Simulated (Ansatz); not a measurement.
# Phonons of YBRh3 (Pm-3m) against volume

Wanted: mode Grüneisen parameters of YBRh3 (Pm-3m).

Method: DFT PBEsol, scalar-relativistic, plane waves, PAW; PAW set soft_1, in Ansatz 0.2.0.

## (1) The system as given

The structure is cubic, space group Pm-3m (No. 221). Conventional cell: a = 4.149 Å, b = 4.149 Å, c = 4.149 Å, α = 90.00°, β = 90.00°, γ = 90.00°. Nearest to Y lie 12 Rh at 2.93 Å and 8 B at 3.59 Å. Nearest to B lie 6 Rh at 2.07 Å and 8 Y at 3.59 Å. Nearest to Rh lie 2 B at 2.07 Å and 8 Rh at 2.93 Å and 4 Y at 2.93 Å. Farther neighbours, and contacts between anions beyond the nearest, are not listed.

## (2) Phonons on a q mesh

Stability and thermal properties need the whole zone. Linear response on a 4×4×4 q mesh gives force constants as far as a supercell of that size would.

input.yaml

```yaml
crystal:
  lattice:
    - [4.1494386865, 0.0, 0.0]
    - [0.0, 4.1494386865, 0.0]
    - [0.0, 0.0, 4.1494386865]
  atoms:
    - { symbol: "Y", position: [0.0, 0.0, 0.0] }
    - { symbol: B, position: [0.5, 0.5, 0.5] }
    - { symbol: Rh, position: [0.0, 0.5, 0.5] }
    - { symbol: Rh, position: [0.5, 0.0, 0.5] }
    - { symbol: Rh, position: [0.5, 0.5, 0.0] }
kpoints:
  mp_grid: { grid: [8, 8, 8] }
hamiltonian:
  xc: pbesol
  pseudopotentials: { kind: paw, azcp: { folder: soft_1 }, xc_functional: pbe }
scf:
  occupations: { method: methfessel_paxton, width: 0.2 }
output:
  eigenvalues: true
phonons:
  method: dfpt
  qmesh: [4, 4, 4]
  temperatures: { t_max: 1000, t_step: 50 }
  qpath:
    path:
      - [[0.0, 0.0, 0.0], [0.0, 0.5, 0.0], [0.5, 0.5, 0.0], [0.0, 0.0, 0.0], [0.5, 0.5, 0.5], [0.0, 0.5, 0.0]]
      - [[0.5, 0.5, 0.5], [0.5, 0.5, 0.0]]
    npoints: 10
```

Run with:

```console
$ ansatz run input.yaml --threads 4 --pin off --max-ram 10240MiB --backend cpu --events-out ev --progress --plain --runs-dir out
```

Output:

```text
Engine: ansatz 0.2.0, aarch64-unknown-linux-gnu
Pseudopotentials: kind: paw
Pseudopotential: Y, paw, valence charge 11, recommended cutoff 420 eV (normal), soft_1/Y.paw.azcp
Pseudopotential: B, paw, valence charge 3, recommended cutoff 420 eV (normal), soft_1/B.paw.azcp
Pseudopotential: Rh, paw, valence charge 17, recommended cutoff 420 eV (normal), soft_1/Rh.paw.azcp
Functional definition: PBEsol
  exchange = pbesol_x
  correlation = pbesol_c
Crystal: 5 atoms, lattice volume = 71.444 Å³
Basis set: ecut = 420 eV, 1365 PW (Γ), exchange–correlation on 60×60×60 points (8 copies of the dense FFT grid, shifted against one another)
Bands: 39, of which v1, the nominal top of the filled ones, is band 33 counted from 1 (32 counted from 0)
Symmetry: 48 space group operations
k-points: 35 of 512
Non-local potential: Y, projectors of the file, l = 0: 3, l = 1: 2, l = 2: 2, l = 3: 1
Non-local potential: B, projectors of the file, l = 0: 2, l = 1: 2, l = 2: 1
Non-local potential: Rh, projectors of the file, l = 0: 3, l = 1: 2, l = 2: 2, l = 3: 1
PAW form: soft (Blöchl's): semilocal exchange-correlation on the pseudo side does not see the compensation charge
PAW frozen core: Y, regenerated for the run's functional, and the local potential with it (the file was generated under x = pbe(κ = 0.804, μ = 0.219515), c = pbe(β = 0.066725))
PAW frozen core: B, regenerated for the run's functional, and the local potential with it (the file was generated under x = pbe(κ = 0.804, μ = 0.219515), c = pbe(β = 0.066725))
PAW frozen core: Rh, regenerated for the run's functional, and the local potential with it (the file was generated under x = pbe(κ = 0.804, μ = 0.219515), c = pbe(β = 0.066725))
PAW one-centre angular grid: Y, 590 points (default); XC on 64 Gauss nodes
PAW one-centre angular grid: B, 110 points (default); XC on 64 Gauss nodes
PAW one-centre angular grid: Rh, 590 points (default); XC on 64 Gauss nodes
Initial density: superposition of atomic densities (chi_scale 0.1, normalization cell, long waves kept (reshape's long-wave potential 0.00 eV rms))
Initial wavefunctions: pseudopotential atomic-orbital guess
Functional: x = pbesol(κ = 0.804, μ = 0.123457), c = pbesol(β = 0.046)
SCF iter   1: F=—  HF=-22975.547653 eV  |F-HF|=—  |Δ(HF+E_count)|=         —  Δρ=2.03e-1  dr2=4.34e1  ethr=3.10e-3  ⟨swp⟩=4.9  Hψ=4323  notcnv=0
preconditioner: auto → Kerker (q_TF=auto, 2.686 Å⁻¹)  [metal: Δε(μ)=0.108 eV  Ē_g=8.675 eV  σ=0.200 eV  W_gap=0.42  n_scr=26 (ndim 8)  ℏωp=27.4 eV  f_vac=0.000  D(μ)=2.64/eV (n_scr^D=18)]
SCF iter   2: F=—  HF=-22969.522829 eV  |F-HF|=—  |Δ(HF+E_count)|=    6.02e0  S|Δr|=    0.00e0  Δρ=8.50e-2  dr2=8.57e0  ethr=3.10e-3  ⟨swp⟩=2.5  Hψ=2924  notcnv=0  defer=5
SCF iter   3: F=—  HF=-22968.161624 eV  |F-HF|=—  |Δ(HF+E_count)|=    1.36e0  S|Δr|=    0.00e0  Δρ=1.79e-2  dr2=4.32e-1  ethr=3.10e-3  ⟨swp⟩=2.3  Hψ=2360  notcnv=0  defer=34
SCF iter   4: F=—  HF=-22968.041955 eV  |F-HF|=—  |Δ(HF+E_count)|=   1.20e-1  S|Δr|=    0.00e0  Δρ=5.25e-3  dr2=3.23e-2  ethr=6.64e-4  ⟨swp⟩=2.2  Hψ=2271  notcnv=0  defer=41
SCF iter   5: F=—  HF=-22968.036437 eV  |F-HF|=—  |Δ(HF+E_count)|=   5.52e-3  S|Δr|=    0.00e0  Δρ=1.75e-3  dr2=3.89e-3  ethr=4.97e-5  ⟨swp⟩=1.9  Hψ=1703  notcnv=0  defer=41
SCF iter   6: F=—  HF=-22968.035111 eV  |F-HF|=—  |Δ(HF+E_count)|=   1.33e-3  S|Δr|=    0.00e0  Δρ=3.67e-4  dr2=1.09e-4  ethr=5.99e-6  ⟨swp⟩=2.0  Hψ=1959  notcnv=0  defer=41
SCF iter   7: F=—  HF=-22968.035080 eV  |F-HF|=—  |Δ(HF+E_count)|=   3.10e-5  S|Δr|=    0.00e0  Δρ=5.09e-5  dr2=1.10e-6  ethr=1.68e-7  ⟨swp⟩=2.0  Hψ=2027  notcnv=0  defer=41
SCF iter   8: F=—  HF=-22968.035091 eV  |F-HF|=—  |Δ(HF+E_count)|=   1.05e-5  S|Δr|=    0.00e0  Δρ=1.05e-5  dr2=6.39e-8  ethr=1.69e-9  ⟨swp⟩=2.5  Hψ=2284  notcnv=0  defer=39
SCF iter   9: F=—  HF=-22968.035091 eV  |F-HF|=—  |Δ(HF+E_count)|=   3.31e-7  S|Δr|=    0.00e0  Δρ=2.66e-6  dr2=4.74e-9  ethr=9.83e-11  ⟨swp⟩=2.3  Hψ=2087  notcnv=0  defer=39
SCF iter  10: F=—  HF=-22968.035091 eV  |F-HF|=—  |Δ(HF+E_count)|=  7.09e-10  S|Δr|=    0.00e0  Δρ=5.09e-7  dr2=1.94e-10  ethr=7.30e-12  ⟨swp⟩=2.3  Hψ=2111  notcnv=0  defer=39
SCF iter  11: F=—  HF=-22968.035091 eV  |F-HF|=—  |Δ(HF+E_count)|=  4.73e-11  S|Δr|=    0.00e0  Δρ=1.10e-7  dr2=1.07e-11  ethr=1.00e-12  ⟨swp⟩=1.3  Hψ=1356  notcnv=0  defer=39
SCF iter  12: F=-22968.035091 eV  HF=-22968.035091 eV  |F-HF|=7.28e-12  |Δ(HF+E_count)|=  7.28e-12  S|Δr|=    0.00e0  Δρ=2.55e-8  dr2=3.72e-13  ethr=1.00e-12  ⟨swp⟩=10.1  Hψ=5846  notcnv=0
SCF 1 converged in 12 iterations: F = -22968.035091 eV  dr2 = 3.72e-13
  greatest PAW one-centre occupation: 0.999 electrons in one spin orbital (limit 2), on the Rh atom at site 2 (counted from 0), in its partial waves of l = 0
phonons: the bands overlap, so this run is a metal and interpolates without the dipole-dipole term. If the crystal is really an insulator or semiconductor, its LO-TO splitting is missing
NSCF: frozen V_eff on 35 k-points
NSCF: frozen V_eff on 125 k-points
DFPT response loops at q = (0, 0, 0) (fractional): preconditioner auto → Kerker (q_TF=auto, 2.686 Å⁻¹) (partly filled bands, converged f_vac=0.000); β = 1.00, the filter's whole step (`scf.mixing.beta` (0.50) is not read by the response loops under this deck's `scf.mixing.preconditioner`; to damp them name `kerker` or `kerker_dos`, under which they read `scf.mixing.beta`, and type it under 1.00, their step now; both keys bind the ground state too); Broyden in place of MSR1
NSCF: frozen V_eff on 400 k-points
DFPT response loops at q = (0, 0, 0.25) (fractional): mixed as the last ones told, above
NSCF: frozen V_eff on 250 k-points
DFPT response loops at q = (0, 0, -0.5) (fractional): mixed as the last ones told, above
NSCF: frozen V_eff on 640 k-points
DFPT response loops at q = (0, 0.25, 0.25) (fractional): mixed as the last ones told, above
NSCF: frozen V_eff on 400 k-points
DFPT response loops at q = (0, 0.25, -0.5) (fractional): mixed as the last ones told, above
NSCF: frozen V_eff on 250 k-points
DFPT response loops at q = (0, -0.5, -0.5) (fractional): mixed as the last ones told, above
NSCF: frozen V_eff on 1024 k-points
DFPT response loops at q = (0.25, 0.25, 0.25) (fractional): mixed as the last ones told, above
NSCF: frozen V_eff on 640 k-points
DFPT response loops at q = (0.25, 0.25, -0.5) (fractional): mixed as the last ones told, above
NSCF: frozen V_eff on 400 k-points
DFPT response loops at q = (0.25, -0.5, -0.5) (fractional): mixed as the last ones told, above
NSCF: frozen V_eff on 250 k-points
DFPT response loops at q = (-0.5, -0.5, -0.5) (fractional): mixed as the last ones told, above
SCF converged after 12 iterations
Stability not checked: this state was not tested for a lower state beside it, because cold or Methfessel-Paxton smearing, or corrected tetrahedra, fill the levels in a way that the test cannot read (fill_not_monotonic; see scf.lower_state_search)
Free energy (F): -22968.035091 eV
Harris-Foulkes:  -22968.035091 eV  (|F-HF|=7.28e-12)
Internal energy: -22968.025611 eV  (E = F + TS)
E sigma→0 (E₀):  -22968.032721 eV
Entropy (-TS):   -0.009480 eV (-1.896 meV/atom)
Fermi energy:    17.806869 eV
--- Per-component energies (eV) ---
  E_band       = -451.321364
  E_kinetic    = 1984.182627
  E_local      = -5902.249902  (includes V_loc(G=0)·N_el)
  E_nonlocal   = 940.133045
  E_hartree    = 2222.883334
  E_xc         = -814.966429
  E_vxc        = -1005.692543  (∫ρ·V_xc dr)
  E_paw        = -13461.206534  (= ΣΔE_a)
  E_vpaw       = -913.461551  (= ΣTr[D̂ρ^β])
  E_aug_tail   = 0.000302  (compensation charges beyond the density's cutoff)
  E_ewald      = -7937.794139
  E_core_change = 0.992086  (= ΣΔE_core)
  E_smearing   = -0.009480  (= −TS)
  E_closure    = -0.000000  (closes the sum)
  Σ components = -22968.035091   (vs F -22968.035091, Δ=0.00e0)
--- Band table (eV; the first three rows and the last of 35) ---
  k-point 0: bands = [... 29 lower, 17.1163, 17.1163, 18.1061, 18.1105, 18.1105, 18.1105, 21.6554, 21.6554, ... 2 higher]
  k-point 1: bands = [... 29 lower, 16.6724, 17.4399, 17.9908, 18.1108, 18.6019, 18.6019, 21.5853, 21.8664, ... 2 higher]
  k-point 2: bands = [... 29 lower, 16.5439, 17.2216, 17.6628, 18.1116, 19.2738, 19.2738, 21.4030, 22.2106, ... 2 higher]
  k-point 34: bands = [... 29 lower, 17.9409, 17.9409, 17.9409, 19.3677, 19.3677, 19.3677, 20.0924, 20.0924, ... 2 higher]
--- Phonons (Γ-DFPT): 4 representative perturbations + reference (Σ response iterations 14) ---
  ASR residual: 1.479e-5 → 0.000e0 eV/Å²; symmetrization residual: 7.774e-6 eV/Å²
  ASR residual per site (eV/Å²): 1.48e-5 1.80e-6 9.61e-6 9.61e-6 9.61e-6
  Γ frequencies (cm⁻¹): 0.00 0.00 0.00 114.57 114.57 114.57 151.63 151.63 151.63 182.11 182.11 182.11 539.13 539.13 539.13
--- Phonons (arbitrary-q DFPT): 10 irreducible q on the 4×4×4 mesh ---
  q = [0.0000, 0.0000, 0.0000] (star 1, of the zone-centre solve; hermiticity 8.65e-7, symmetrization 1.02e-12): -0.00 -0.00 -0.00 114.57 114.57 114.57 151.63 151.63 151.63 182.11 182.11 182.11 539.13 539.13 539.13
  q = [0.0000, 0.0000, 0.2500] (star 6, 9 solved perturbations in 1560 linear systems a pass and spin channel, the states on 200 of 512 k-point pairs; hermiticity 8.36e-7, symmetrization 6.47e-13): 54.18 54.18 99.74 118.32 118.32 149.99 149.99 160.33 177.25 179.66 179.66 194.59 540.31 540.31 599.47
  q = [0.0000, 0.0000, -0.5000] (star 3, 9 solved perturbations in 975 linear systems a pass and spin channel, the states on 125 of 512 k-point pairs; hermiticity 8.80e-7, symmetrization 8.31e-13): 96.84 96.84 102.90 102.90 144.09 147.55 147.55 160.65 175.87 175.87 177.92 224.17 541.51 541.51 655.89
  q = [0.0000, 0.2500, 0.2500] (star 12, 9 solved perturbations in 2460 linear systems a pass and spin channel, the states on 320 of 512 k-point pairs; hermiticity 8.66e-7, symmetrization 1.53e-13): 74.53 76.34 122.24 128.32 145.40 147.10 147.48 171.40 175.62 177.61 183.10 206.23 540.57 596.02 604.30
  q = [0.0000, 0.2500, -0.5000] (star 12, 15 solved perturbations on 200 of 512 k-point pairs; hermiticity 8.51e-7, symmetrization 4.47e-14): 101.35 102.03 117.56 119.45 145.39 147.05 153.52 169.43 176.96 179.97 180.50 235.65 541.16 601.81 656.70
  q = [0.0000, -0.5000, -0.5000] (star 3, 9 solved perturbations in 975 linear systems a pass and spin channel, the states on 125 of 512 k-point pairs; hermiticity 8.74e-7, symmetrization 1.79e-13): 109.23 109.23 113.12 119.33 141.59 141.59 154.57 163.41 181.91 181.91 194.47 257.74 541.21 656.57 656.57
  q = [0.2500, 0.2500, 0.2500] (star 8, 4 solved perturbations in 1376 linear systems a pass and spin channel, the states on 512 of 512 k-point pairs; hermiticity 9.11e-7, symmetrization 5.41e-13): 87.93 87.93 140.22 140.62 140.62 145.53 163.12 172.94 172.94 183.07 183.07 215.54 597.29 597.29 608.29
  q = [0.2500, 0.2500, -0.5000] (star 12, 9 solved perturbations in 2460 linear systems a pass and spin channel, the states on 320 of 512 k-point pairs; hermiticity 7.11e-7, symmetrization 2.01e-13): 104.56 113.96 114.62 131.72 141.87 148.00 173.67 174.40 179.70 182.56 182.66 243.53 598.67 606.31 656.88
  q = [0.2500, -0.5000, -0.5000] (star 6, 9 solved perturbations in 1560 linear systems a pass and spin channel, the states on 200 of 512 k-point pairs; hermiticity 7.02e-7, symmetrization 1.25e-13): 107.09 107.09 122.20 122.52 136.55 136.55 176.89 181.74 184.49 184.49 196.01 262.12 602.46 658.09 658.09
  q = [-0.5000, -0.5000, -0.5000] (star 1, 4 solved perturbations in 350 linear systems a pass and spin channel, the states on 125 of 512 k-point pairs; hermiticity 2.41e-7, symmetrization 5.79e-13): 102.80 102.80 102.80 122.64 122.64 122.64 186.98 186.98 186.98 196.82 196.82 276.59 658.54 658.54 658.54
  sum rule: each row above includes the acoustic sum rule's correction from the zone centre's row sums; it moved no ω² by more than (0.21 cm⁻¹)²
  mesh force constants: q→R imaginary residual 7.18e-19; ASR residual 1.479e-5 → 0.000e0 eV/Å²; symmetrization residual 9.770e-15 eV/Å²
  interpolated dispersion: 62 rows × 15 modes
  density of states and harmonic sums: on the 16×16×16 q-mesh, interpolated from the force constants of a 4×4×4 supercell (no non-analytic term)
  largest difference from the sums on the solved wave vectors: F 9.90e-3 eV, S 1.39e-5 and C_V 3.98e-6 eV/K
  zero-point energy: 0.223964 eV/cell   skipped modes (ω ≤ 0): 3   left out of the sums: 4.88e-5 of the cell's modes: C_V's classical limit lies that fraction below 3 k_B per atom; for a crystal, a wire or a layer, F and S can be off by more, and a phonons.interpolated_qmesh denser along its periods is the remedy for the sampling
```

Wall time 24 min (4 threads of Arm Neoverse V1, shared host); peak memory 3.2 GiB; 1.6 h of CPU time.

In the SCF lines HF is the Harris–Foulkes energy and dr2 the Hartree energy of the density residual, in eV; the loop may stop once dr2 is under the threshold and the program's other checks hold. Hψ counts applications of the Hamiltonian.

Read from the output:

```yaml
volume_per_atom: 14.29 Å³
gap_on_the_k_mesh: 0 eV
sum_rule_residual_before_enforcement: 1.48e-5 eV/Å²
lowest_frequency_on_the_path: 0 cm⁻¹
point_group: m-3m
highest_frequency_on_path_mesh_or_solved_points: 658.5 cm⁻¹
mean_frequency: 240.9 cm⁻¹
debye_temperature_second_moment: 563 K
logarithmic_mean_frequency: 192.6 cm⁻¹
highest_optical_mode_at_the_zone_centre_no_lo_to_term: 539.1 cm⁻¹
lowest_optical_zone_centre_mode: 114.6 cm⁻¹
lowest_mode_on_the_q_mesh_acoustic_modes_at_gamma_apart: 54.18 cm⁻¹
zero_point_energy_per_atom: 44.79 meV
heat_capacity_at_300_k: 21.66 J/(mol atoms K)
vibrational_entropy_at_300_k: 28.81 J/(mol atoms K)
edges_of_the_widest_gap_between_branches_on_path_and_mesh: 276.6, 539.1 cm⁻¹
```

Frequencies (cm⁻¹) solved at each irreducible wavevector; negative means imaginary. Frequencies by wavevector, by row:

| q in reciprocal lattice units | star | mode 1 | mode 2 | mode 3 | mode 4 | mode 13 | mode 14 | mode 15 |
| --- | --- | --- | --- | --- | --- | --- | --- | --- |
| 0 0 0 | 1 | 0 | 0 | 0 | 114.6 | 539.1 | 539.1 | 539.1 |
| 0 0 0.25 | 6 | 54.2 | 54.2 | 99.7 | 118.3 | 540.3 | 540.3 | 599.5 |
| 0 0 -0.5 | 3 | 96.8 | 96.8 | 102.9 | 102.9 | 541.5 | 541.5 | 655.9 |
| 0 0.25 0.25 | 12 | 74.5 | 76.3 | 122.2 | 128.3 | 540.6 | 596 | 604.3 |
| 0 0.25 -0.5 | 12 | 101.3 | 102 | 117.6 | 119.5 | 541.2 | 601.8 | 656.7 |
| 0 -0.5 -0.5 | 3 | 109.2 | 109.2 | 113.1 | 119.3 | 541.2 | 656.6 | 656.6 |
| 0.25 0.25 0.25 | 8 | 87.9 | 87.9 | 140.2 | 140.6 | 597.3 | 597.3 | 608.3 |
| 0.25 0.25 -0.5 | 12 | 104.6 | 114 | 114.6 | 131.7 | 598.7 | 606.3 | 656.9 |
| 0.25 -0.5 -0.5 | 6 | 107.1 | 107.1 | 122.2 | 122.5 | 602.5 | 658.1 | 658.1 |
| -0.5 -0.5 -0.5 | 1 | 102.8 | 102.8 | 102.8 | 122.6 | 658.5 | 658.5 | 658.5 |

Symmetry leaves 10 wavevectors to solve. The lowest mode among them, the acoustic zeros apart, lies at q = (0, 0, 0.25) and is real, 54.2 cm⁻¹.

## (3) Relaxing at another volume, volume ratio 0.97

The volume is scaled by 0.97 and held; symmetry leaves nothing to relax, so this is a single point. The modes can then be followed against volume.

input.yaml, the sections that differ from step 2:

```yaml
crystal:
  lattice:
    - [4.1075222986, 0.0, 0.0]
    - [0.0, 4.1075222986, 0.0]
    - [0.0, 0.0, 4.1075222986]
  atoms:
    - { symbol: "Y", position: [0.0, 0.0, 0.0] }
    - { symbol: B, position: [0.5, 0.5, 0.5] }
    - { symbol: Rh, position: [0.0, 0.5, 0.5] }
    - { symbol: Rh, position: [0.5, 0.0, 0.5] }
    - { symbol: Rh, position: [0.5, 0.5, 0.0] }
output:
  forces: true
  stress: true
  eigenvalues: true
# kpoints, hamiltonian, scf: as in step 2
# phonons: removed
```

Output:

```text
[...]
Crystal: 5 atoms, lattice volume = 69.301 Å³
Basis set: ecut = 420 eV, 1357 PW (Γ), exchange–correlation on 60×60×60 points (8 copies of the dense FFT grid, shifted against one another)
Bands: 39, of which v1, the nominal top of the filled ones, is band 33 counted from 1 (32 counted from 0)
Symmetry: 48 space group operations
[...]
k-points: 35 of 512
[...]
k-point 0: bands = [... 29 lower, 17.7690, 17.7690, 18.8100, 18.8207, 18.8207, 18.8207, 22.4579, 22.4579, ... 2 higher]
  k-point 1: bands = [... 29 lower, 17.3108, 18.1140, 18.6878, 18.8211, 19.3218, 19.3218, 22.3813, 22.6671, ... 2 higher]
  k-point 2: bands = [... 29 lower, 17.1794, 17.8954, 18.3408, 18.8219, 20.0096, 20.0096, 22.1836, 23.0072, ... 2 higher]
  k-point 34: bands = [... 29 lower, 18.6388, 18.6388, 18.6388, 20.1131, 20.1131, 20.1131, 20.8688, 20.8688, ... 2 higher]
[key lines of the parts left out:]
SCF converged after 8 iterations
Free energy (F): -22967.992232 eV
Fermi energy:    18.498685 eV
P = ⅓ Tr σ = 6.5900 GPa (65.900 kbar)
```

Elapsed: 1.7 s, on 4 threads; peak memory 0.42 GiB.

This step gave:

```
pressure        : 6.590 GPa
volume per atom : 13.86 Å³
```

The run ends at a pressure of 6.59 GPa.

[end of part 1 of 2]

[Long decimals in the printed logs are rounded to 6 places.]

[Logs are printed without paths, hosts, clocks, repeated set-up lines and the standing remarks that a program may print on its own settings, such as how far it seeks lower states.]

[Hosts, paths, dates, database ids (printed as entryN), source tags and the programs' standing remarks are cut or masked in the printed files.]

[Where the starting crystal was built by hand or by swapping elements, it need not be the compound's stable phase.]
